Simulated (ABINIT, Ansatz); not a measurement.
# Er (P6_3/mmc): phonons by linear response, part 2 of 4

How does Er (P6_3/mmc) vibrate, and is this structure a minimum?

ABINIT 10.8.3; DFT PBE, scalar-relativistic, plane waves, PseudoDojo norm-conserving, 4f in core pseudopotentials.

So far. Step 3 (Relaxing the cell and atoms): The volume changes by -0.1 % in this run and stands -0.1 % from the first cell. Step 4 (Self-consistent run for the response): The cell stands at -1.1 GPa: the relaxation ran with a smoothed and higher cutoff, and the difference is a stress of the finite basis. The relaxed cell has a = 3.564, c = 5.564 Å (conventional setting).

### 5. Zone-centre response

At q = 0 one unit cell holds all displacements. The response is solved for single atoms along the cell's directions, and symmetry skips those that follow from others. The crystal is treated as a metal, which screens a static field, so no field response is asked.

Input file dfpt_gamma.abi:

```

# common to the responses
getwfk_filepath "gso_WFK"
kptopt 2
nqpt 1
qpt 0.0 0.0 0.0
asr 0
chneut 0

# displacements
rfphon 1
rfatpol 1 2
rfdir 1 1 1
tolvrs 1.0d-10
prtwf 0
prtpot 1

# basis, mesh and filling
ecut 22.0
ngkpt 9 9 6
nshiftk 1
shiftk 0.0 0.0 0.0
istwfk *1
occopt 7
tsmear 0.01
nband 18
nstep 100
diemac 1000000.0
prtebands 0
prtgsr 0

# cell and atoms
acell 3*1.0 Angstrom
rprim 
    3.563923418 0.0 0.0
    -1.781961709 3.086448217 0.0
    0.0 0.0 5.563654283
ntypat 1
znucl 68
natom 2
typat 1 1
xred 
    1/3 2/3 0.25
    2/3 1/3 0.75
pp_dirpath "./pseudo"
pseudos "Er.upf"
```

Launch:

```console
$ OMP_NUM_THREADS=1 mpirun -n 4 abinit dfpt_gamma.abi > dfpt_gamma.log
```

Numbers of over 12 decimals in the logs are rounded to 6 here.

dfpt_gamma.abo, the main output file:

```text
[banners, grids, parts of the stress and lines that vanish by symmetry left out]
- input  file    -> dfpt_gamma.abi
- output file    -> dfpt_gamma.abo
- root for input  files -> dfpt_gammai
- root for output files -> dfpt_gammao

 Symmetries : space group P6_3/m m c (#194); Bravais hP (primitive hexag.)
================================================================================
 Values of the parameters that define the memory need of the present run (RF).
     intxc =       0      iscf =       7    lmnmax =       7     lnmax =       7
     mgfft =      48  mpssoang =       4    mqgrid =    3001     natom =       2
  nloc_mem =       1    nspden =       1   nspinor =       1    nsppol =       1
      nsym =      24    n1xccc =    2501    ntypat =       1    occopt =       7
   xclevel =       2
-    mband =          18        mffmem =           1         mkmem =          61
-   mkqmem =          61        mk1mem =          61           mpw =        2061
      nfft =       43200          nkpt =         244
- my_mband =          18
================================================================================
================================================================================

--------------------------------------------------------------------------------
------------- Echo of variables that govern the present computation ------------
--------------------------------------------------------------------------------
-
- outvars: echo of selected default values
-   iomode0 =  0 , fftalg0 =312 , wfoptalg0 =  0
-
- outvars: echo of global parameters not present in the input file
-  max_nthreads =    1
-
 -outvars: echo values of preprocessed input variables
 [... echo left out ...]
================================================================================

 chkinp: Checking input parameters for consistency.

[...]
== DATASET  1 ==================================================================
-   mpi_nproc: 4, omp_nthreads: 1 (-1 if OMP is not activated)

--- !DatasetInfo
iteration_state: {dtset: 1, }
dimensions: {natom: 2, nkpt: 244, mband: 18, nsppol: 1, nspinor: 1, nspden: 1, mpw: 2061, }
cutoff_energies: {ecut:  22.0, pawecutdg:  -1.0, }
electrons: {nelect:   2.20000000E+01, charge:   0.00000000E+00, occopt:   7.00000000E+00, tsmear:   1.00000000E-02, }
meta: {optdriver: 1, rfphon: 1, }
...

 mkfilename: getwfk from: gso_WFK

 Real(R)+Recip(G) space primitive vectors, cartesian coordinates (Bohr,Bohr^-1):
 R(1)=  6.7348392  0.0000000  0.0000000  G(1)=  0.1484816  0.0857259  0.0000000
 R(2)= -3.3674196  5.8325418  0.0000000  G(2)=  0.0000000  0.1714518  0.0000000
 R(3)=  0.0000000  0.0000000 10.5137829  G(3)=  0.0000000  0.0000000  0.0951132
 Unit cell volume ucvol=  4.1299434E+02 bohr^3
 Angles (23,13,12)=  9.00000000E+01  9.00000000E+01  1.20000000E+02 degrees
 setup1 : take into account q-point for computing boxcut.

 getcut: wavevector=  0.0000  0.0000  0.0000  ngfft=  30  30  48
         ecut(hartree)=     22.000   => boxcut(ratio)=   2.11125

--- Pseudopotential description ------------------------------------------------
- pspini: atom type   1  psp file is ./pseudo/Er.upf

   1.24190340E+03                                ecore*ucvol(ha*bohr**3)
--------------------------------------------------------------------------------

 ==>  initialize data related to q vector <==

 The list of irreducible perturbations for this q vector is:
    1)    idir= 1    ipert=   1
    2)    idir= 3    ipert=   1

[...]
The perturbation idir=   2  ipert=   1 is
 symmetric of a previously calculated perturbation.
 So, its SCF calculation is not needed.

 The perturbation idir=   1  ipert=   2 is
 symmetric of a previously calculated perturbation.
 So, its SCF calculation is not needed.

 The perturbation idir=   2  ipert=   2 is
 symmetric of a previously calculated perturbation.
 So, its SCF calculation is not needed.

 The perturbation idir=   3  ipert=   2 is
 symmetric of a previously calculated perturbation.
 So, its SCF calculation is not needed.

--------------------------------------------------------------------------------
 Perturbation wavevector (in red.coord.)   0.000000  0.000000  0.000000
 Perturbation : displacement of atom   1   along direction   1
 Found     2 symmetries that leave the perturbation invariant.

[...]
dfpt_looppert : total number of electrons, from k and k+q
  fully or partially occupied states are    2.200000E+01 and    2.200000E+01.
 Initialisation of the first-order wave-functions :
  ireadwf=   0

--- !BeginCycle
iteration_state: {dtset: 1, }
solver: {iscf: 7, nstep: 100, nline: 4, wfoptalg: 0, }
tolerances: {tolvrs: 1.00E-10, }
...

     iter   2DEtotal(Ha)        deltaE(Ha) residm    vres2
-ETOT  1   1.006751     -1.033E+03 1.525E+00 7.087E+01
 ETOT  2  0.649130     -3.576E-01 2.412E-01 6.910E+00
 ETOT  3  0.644030     -5.100E-03 3.656E-02 2.682E-01
 ETOT  4  0.643828     -2.016E-04 1.553E-02 2.084E-03
 ETOT  5  0.643827     -6.974E-07 7.854E-03 2.444E-04
[...]
At SCF step   10       vres2   =  1.61E-12 < tolvrs=  1.00E-10 =>converged.
[...]
Mean square residual over all n,k,spin=   77.251E-09; max=  20.244E-05

 Thirteen components of 2nd-order total energy (hartree) are
 1,2,3: 0th-order hamiltonian combined with 1st-order wavefunctions
     kin0=   7.10917484E+02 eigvalue=   1.49284477E+02  local=  -4.01139493E+02
 4,5,6: 1st-order hamiltonian combined with 1st and 0th-order wfs
 loc psp =  -1.45309929E+03  Hartree=   3.65153285E+02     xc=  -9.17133084E+01
 note that "loc psp" includes a xc core correction that could be resolved
 7,8,9: eventually, occupation + non-local contributions
    edocc=   1.52864488E+02     enl0=   1.47504945E+02   enl1=  -6.12644463E+02
 1-9 gives the relaxation energy (to be shifted if some occ is /=2.0)
   erelax=  -1.03287188E+03
 10,11,12 Non-relaxation  contributions : frozen-wavefunctions and Ewald
 fr.local=   6.91041774E+02 fr.nonlo=   3.06239992E+02  Ewald=   9.38233888E+00
 13,14 Frozen wf xc core corrections (1) and (2)
 frxc 1  =  -1.54124020E+02  frxc 2 =   1.80975620E+02
 Resulting in :
 2DEtotal=    0.6438273168E+00 Ha. Also 2DEtotal=    0.175194337937E+02 eV
    (2DErelax=   -1.0328718786E+03 Ha. 2DEnonrelax=    1.0335157059E+03 Ha)
    (  non-var. 2DEtotal :    6.4382749926E-01 Ha)

[...]
Perturbation wavevector (in red.coord.)   0.000000  0.000000  0.000000
 Perturbation : displacement of atom   1   along direction   3
 Found     6 symmetries that leave the perturbation invariant.

--------------------------------------------------------------------------------

--------------------------------------------------------------------------------

 dfpt_looppert : total number of electrons, from k and k+q
  fully or partially occupied states are    2.200000E+01 and    2.200000E+01.
 Initialisation of the first-order wave-functions :
  ireadwf=   0

--- !BeginCycle
iteration_state: {dtset: 1, }
solver: {iscf: 7, nstep: 100, nline: 4, wfoptalg: 0, }
tolerances: {tolvrs: 1.00E-10, }
...

     iter   2DEtotal(Ha)        deltaE(Ha) residm    vres2
-ETOT  1   18.888335901883     -2.809E+03 3.212E+00 5.437E+04
[...]
ETOT 10   4.515968     -9.641E-11 2.966E-08 1.059E-10
 ETOT 11   4.515968      1.037E-10 9.750E-09 9.280E-12

 At SCF step   11       vres2   =  9.28E-12 < tolvrs=  1.00E-10 =>converged.
[...]
Mean square residual over all n,k,spin=   20.394E-12; max=  97.497E-10

 Thirteen components of 2nd-order total energy (hartree) are
 1,2,3: 0th-order hamiltonian combined with 1st-order wavefunctions
     kin0=   1.75450122E+03 eigvalue=   3.62300883E+02  local=  -9.91007421E+02
 4,5,6: 1st-order hamiltonian combined with 1st and 0th-order wfs
 loc psp =  -4.17375695E+03  Hartree=   1.20802658E+03     xc=  -2.26051601E+02
 note that "loc psp" includes a xc core correction that could be resolved
 7,8,9: eventually, occupation + non-local contributions
    edocc=   3.58816069E+02     enl0=   3.56783473E+02   enl1=  -1.47298145E+03
 1-9 gives the relaxation energy (to be shifted if some occ is /=2.0)
   erelax=  -2.82336920E+03
 10,11,12 Non-relaxation  contributions : frozen-wavefunctions and Ewald
 fr.local=   1.66150622E+03 fr.nonlo=   7.39649861E+02  Ewald=   3.61245960E+02
 13,14 Frozen wf xc core corrections (1) and (2)
 frxc 1  =  -3.75796577E+02  frxc 2 =   4.41279704E+02
 Resulting in :
 2DEtotal=    0.4515967989E+01 Ha. Also 2DEtotal=    0.122885749214E+03 eV
    (2DErelax=   -2.8233692001E+03 Ha. 2DEnonrelax=    2.8278851681E+03 Ha)
    (  non-var. 2DEtotal :    4.5159693514E+00 Ha)

[...]
---- first-order wavefunction calculations are completed ----

 ==> Compute Derivative Database <==

 [... matrices left out ...]
  Phonon wavevector (reduced coordinates) :  0.00000  0.00000  0.00000
 Phonon energies in Hartree :
  -1.662029E-05  1.108124E-05  1.108124E-05  3.048509E-04  3.048509E-04
   5.179396E-04
 Phonon frequencies in cm-1    :
- -3.647733E+00  2.432051E+00  2.432051E+00  6.690704E+01  6.690704E+01
-  1.136746E+02

== END DATASET(S) ==============================================================
================================================================================

 -outvars: echo values of variables after computation
            acell      1.8897261259E+00  1.8897261259E+00  1.8897261259E+00 Bohr
           etotal      4.5159679887E+00
            fcart      0.0000000000E+00  0.0000000000E+00  0.0000000000E+00
           strten      0.0000000000E+00  0.0000000000E+00  0.0000000000E+00
================================================================================
```

It took 2 min on 4 MPI ranks of Arm Neoverse N1, shared host; 8.1 min of CPU time.

Read from the output:

```yaml
largest_acoustic_frequency_at_the_zone_centre_before_the_sum_rule: -3.65 cm⁻¹
highest_optical_zone_centre_mode_no_lo_to_term: 113.7 cm⁻¹
lowest_optical_zone_centre_mode: 66.91 cm⁻¹
```

The acoustic modes at Γ come out as far as 3.6 cm⁻¹ from zero, where they should vanish, a small numerical error.

### 6. Phonons on a q mesh

Linear response treats each wavevector of the 3×3×2 mesh in the unit cell; the first-order potentials are kept for the electron-phonon matrix elements.

Input file dfpt_q.abi:

```
ndtset 5

# wavevectors
qpt1 0.3333333333 0.0 0.0
qpt2 0.3333333333 0.3333333333 0.0
qpt3 0.0 0.0 0.5
qpt4 0.3333333333 0.0 0.5
qpt5 0.3333333333 0.3333333333 0.5

# displacements
getwfk_filepath "gso_WFK"
getwfq_filepath "gso_WFK"
kptopt 3
nqpt 1
rfphon 1
rfatpol 1 2
rfdir 1 1 1
tolvrs 1.0d-10
prtwf 0
prtpot 1

# basis, mesh and filling
ecut 22.0
ngkpt 9 9 6
nshiftk 1
shiftk 0.0 0.0 0.0
istwfk *1
occopt 7
tsmear 0.01
nband 18
nstep 100
diemac 1000000.0
prtebands 0
prtgsr 0

# cell and atoms
acell 3*1.0 Angstrom
rprim 
    3.563923418 0.0 0.0
    -1.781961709 3.086448217 0.0
    0.0 0.0 5.563654283
ntypat 1
znucl 68
natom 2
typat 1 1
xred 
    1/3 2/3 0.25
    2/3 1/3 0.75
pp_dirpath "./pseudo"
pseudos "Er.upf"
```

Launch:

```console
$ OMP_NUM_THREADS=1 mpirun -n 4 abinit dfpt_q.abi > dfpt_q.log
```

dfpt_q.abo, the main output file:

```text
[banners, grids, parts of the stress and lines that vanish by symmetry left out]
- input  file    -> dfpt_q.abi
- output file    -> dfpt_q.abo
- root for input  files -> dfpt_qi
[...]
DATASET    1 : space group P6_3/m m c (#194); Bravais hP (primitive hexag.)
[...]
nfft =       43200          nkpt =         486
[...]
DATASET    2 : space group P6_3/m m c (#194); Bravais hP (primitive hexag.)
[...]
nfft =       43200          nkpt =         486
[...]
DATASET    3 : space group P6_3/m m c (#194); Bravais hP (primitive hexag.)
[...]
nfft =       43200          nkpt =         486
[...]
DATASET    4 : space group P6_3/m m c (#194); Bravais hP (primitive hexag.)
[...]
nfft =       43200          nkpt =         486
[...]
DATASET    5 : space group P6_3/m m c (#194); Bravais hP (primitive hexag.)
[...]
nfft =       43200          nkpt =         486
[...]
== DATASET  1 ==================================================================
[...]
cutoff_energies: {ecut:  22.0, pawecutdg:  -1.0, }
[...]
Perturbation : displacement of atom   1   along direction   1
[...]
-ETOT  1   24.841437589163     -1.165E+03 1.914E+00 2.218E+05
 ETOT  2   38.630898311067      1.379E+01 1.050E+00 3.643E+05
 ETOT  3   2.238623     -3.639E+01 1.863E-01 7.915E+02
 ETOT  4   2.144280     -9.434E-02 2.857E-02 6.428E+00
 ETOT  5   2.142286     -1.994E-03 2.284E-02 3.722E-01
[...]
At SCF step   13       vres2   =  2.79E-11 < tolvrs=  1.00E-10 =>converged.
[...]
Perturbation : displacement of atom   1   along direction   2
[...]
-ETOT  1   1.928976     -1.051E+03 1.525E+00 5.879E+01
[...]
At SCF step   10       vres2   =  4.62E-11 < tolvrs=  1.00E-10 =>converged.
[...]
Perturbation : displacement of atom   1   along direction   3
[...]
-ETOT  1   9.164485     -2.685E+03 3.895E+00 8.970E+03
[...]
At SCF step   13       vres2   =  7.27E-12 < tolvrs=  1.00E-10 =>converged.
[...]
Phonon wavevector (reduced coordinates) :  0.33333  0.00000  0.00000
 Phonon energies in Hartree :
[...]
Phonon frequencies in cm-1    :
-  5.191839E+01  5.539736E+01  8.547962E+01  9.050288E+01  9.469845E+01
-  1.097028E+02
[...]
== DATASET  2 ==================================================================
[...]
cutoff_energies: {ecut:  22.0, pawecutdg:  -1.0, }
[...]
Perturbation : displacement of atom   1   along direction   1
[...]
-ETOT  1   6.664026     -1.149E+03 1.711E+00 1.425E+04
[...]
At SCF step   11       vres2   =  1.12E-11 < tolvrs=  1.00E-10 =>converged.
[...]
Perturbation : displacement of atom   1   along direction   3
[...]
-ETOT  1   6.619219     -2.632E+03 7.877E+00 1.234E+03
[...]
Phonon wavevector (reduced coordinates) :  0.33333  0.33333  0.00000
 Phonon energies in Hartree :
[...]
Phonon frequencies in cm-1    :
-  8.205502E+01  8.205502E+01  8.523826E+01  8.523826E+01  9.596406E+01
-  1.025192E+02
[...]
== DATASET  3 ==================================================================
[...]
cutoff_energies: {ecut:  22.0, pawecutdg:  -1.0, }
[...]
Perturbation : displacement of atom   1   along direction   1
[...]
-ETOT  1   1.048113     -1.032E+03 1.445E+00 8.301E+01
[...]
Perturbation : displacement of atom   1   along direction   3
[...]
-ETOT  1   296.26149055987     -2.939E+03 3.597E+00 4.270E+06
[...]
Phonon wavevector (reduced coordinates) :  0.00000  0.00000  0.50000
 Phonon energies in Hartree :
[...]
Phonon frequencies in cm-1    :
-  4.866898E+01  4.866898E+01  4.866898E+01  4.866898E+01  8.172279E+01
-  8.172279E+01
[...]
== DATASET  4 ==================================================================
[...]
cutoff_energies: {ecut:  22.0, pawecutdg:  -1.0, }
[...]
Perturbation : displacement of atom   1   along direction   1
[...]
-ETOT  1   16.869697595229     -1.151E+03 1.763E+00 8.698E+04
[...]
Perturbation : displacement of atom   1   along direction   2
[...]
-ETOT  1   1.821021     -1.051E+03 1.458E+00 5.619E+01
[...]
Perturbation : displacement of atom   1   along direction   3
[...]
-ETOT  1   49.802298692057     -2.719E+03 3.918E+00 2.650E+05
[...]
Phonon wavevector (reduced coordinates) :  0.33333  0.00000  0.50000
 Phonon energies in Hartree :
[...]
Phonon frequencies in cm-1    :
-  6.604673E+01  6.604731E+01  7.128217E+01  7.128217E+01  1.002065E+02
-  1.002069E+02
[...]
== DATASET  5 ==================================================================
[...]
cutoff_energies: {ecut:  22.0, pawecutdg:  -1.0, }
[...]
Perturbation : displacement of atom   1   along direction   1
[...]
-ETOT  1   4.992284     -1.146E+03 1.796E+00 7.094E+03
[...]
At SCF step   10       vres2   =  5.61E-11 < tolvrs=  1.00E-10 =>converged.
[...]
Perturbation : displacement of atom   1   along direction   3
[...]
-ETOT  1   11.007485390937     -2.651E+03 3.804E+00 1.577E+04
[...]
ETOT 10   4.532824      4.547E-13 5.392E+00 1.104E-10
 ETOT 11   4.532824     -1.182E-11 3.944E+00 6.108E-12
 At SCF step   11       vres2   =  6.11E-12 < tolvrs=  1.00E-10 =>converged.
[...]
Phonon wavevector (reduced coordinates) :  0.33333  0.33333  0.50000
 Phonon energies in Hartree :
[...]
Phonon frequencies in cm-1    :
-  5.275296E+01  5.275296E+01  9.657609E+01  9.657609E+01  1.011044E+02
-  1.011044E+02
[...]
strten3     0.0000000000E+00  0.0000000000E+00  0.0000000000E+00
           
================================================================================
```

Wall time 43 min (4 MPI ranks); 2.9 h of CPU time.

Read from the output:

```yaml
lowest_mode_on_the_q_mesh_acoustic_ones_at_the_zone_centre_apart: 48.67 cm⁻¹
```

Frequencies (cm⁻¹) before the sum rule at the irreducible wavevectors but Γ, which is solved apart; negative means imaginary. Frequencies by wavevector:

| q (fractions) | star | mode 1 | mode 2 | mode 3 | mode 4 | mode 5 | mode 6 |
| --- | --- | --- | --- | --- | --- | --- | --- |
| 0.3333 0 0 | 6 | 51.92 | 55.4 | 85.48 | 90.5 | 94.7 | 109.7 |
| 0.3333 0.3333 0 | 2 | 82.06 | 82.06 | 85.24 | 85.24 | 95.96 | 102.5 |
| 0 0 0.5 | 1 | 48.67 | 48.67 | 48.67 | 48.67 | 81.72 | 81.72 |
| 0.3333 0 0.5 | 6 | 66.05 | 66.05 | 71.28 | 71.28 | 100.2 | 100.2 |
| 0.3333 0.3333 0.5 | 2 | 52.75 | 52.75 | 96.58 | 96.58 | 101.1 | 101.1 |

(Part 2 of 4 ends here.)

[Host names and launcher messages were left out of these logs when they were recorded.]

[Logs are printed without paths, hosts, clocks, repeated set-up lines and the standing remarks that a program may print on its own settings, such as how far it seeks lower states.]

[Hosts, paths, dates, database ids (printed as entryN), source tags and the programs' standing remarks are cut or masked in the printed files.]
